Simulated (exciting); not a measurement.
Two BSE runs for the Mg K edge of MgI2, space group P-3m1. Run A: exciting, all-electron LAPW+lo, PBE, exchange and screened direct term (singlet BSE), 4×4×2 shifted k points, 35 conduction bands, |G+q| up to 3 bohr⁻¹, full RPA screening with nempty = 65, Lorentzian half width 0.45 eV. Run B differs in one setting: k mesh, kernel cutoff, basis, band set, screening or width.

Energy from the Kohn–Sham onset, core level to the lowest empty state found on the meshes used; one zero for both, scaled to A's maximum:

| E (eV) | A | B |
| --- | --- | --- |
| -5.5 | 0.01 | 0.03 |
| -5.0 | 0.01 | 0.04 |
| -4.5 | 0.02 | 0.04 |
| -4.0 | 0.02 | 0.05 |
| -3.5 | 0.02 | 0.06 |
| -3.0 | 0.03 | 0.08 |
| -2.5 | 0.04 | 0.11 |
| -2.0 | 0.06 | 0.14 |
| -1.5 | 0.10 | 0.20 |
| -1.0 | 0.21 | 0.28 |
| -0.5 | 0.51 | 0.38 |
| 0.0 | 0.94 | 0.45 |
| 0.5 | 0.87 | 0.46 |
| 1.0 | 0.48 | 0.40 |
| 1.5 | 0.34 | 0.33 |
| 2.0 | 0.26 | 0.27 |
| 2.5 | 0.18 | 0.22 |
| 3.0 | 0.14 | 0.19 |
| 3.5 | 0.11 | 0.16 |
| 4.0 | 0.10 | 0.15 |
| 4.5 | 0.11 | 0.14 |
| 5.0 | 0.12 | 0.14 |
| 5.5 | 0.13 | 0.14 |
| 6.0 | 0.15 | 0.15 |
| 6.5 | 0.18 | 0.15 |
| 7.0 | 0.18 | 0.15 |
| 7.5 | 0.16 | 0.15 |
| 8.0 | 0.14 | 0.14 |
| 8.5 | 0.12 | 0.14 |
| 9.0 | 0.12 | 0.13 |
| 9.5 | 0.14 | 0.13 |
| 10.0 | 0.14 | 0.13 |
| 10.5 | 0.15 | 0.13 |
| 11.0 | 0.13 | 0.13 |
| 11.5 | 0.12 | 0.12 |
| 12.0 | 0.11 | 0.11 |
| 12.5 | 0.11 | 0.11 |
| 13.0 | 0.10 | 0.11 |
| 13.5 | 0.10 | 0.11 |
| 14.0 | 0.10 | 0.10 |
| 14.5 | 0.11 | 0.11 |
| 15.0 | 0.11 | 0.11 |
| 15.5 | 0.11 | 0.11 |
| 16.0 | 0.12 | 0.10 |
| 16.5 | 0.11 | 0.10 |
| 17.0 | 0.10 | 0.10 |

The database entry behind the starting cell has ideal inner coordinates that were not refined, so it need not match the best structure at ambient conditions.

Which is the likeliest?

The half width (eV) from 0.45 to 1.35. Against run A the r.m.s. difference is 41 %. The highest maximum lies at 0.3 eV (0.47), against 0.2 eV (1.00). Only the width of each line changes; the area stays. A table step wider than the lines misses their tops. Other settings could leave a like mark; this is the change that was made.

[Hosts, paths, dates, database ids (printed as entryN), source tags and the programs' standing remarks are cut or masked in the printed files.]
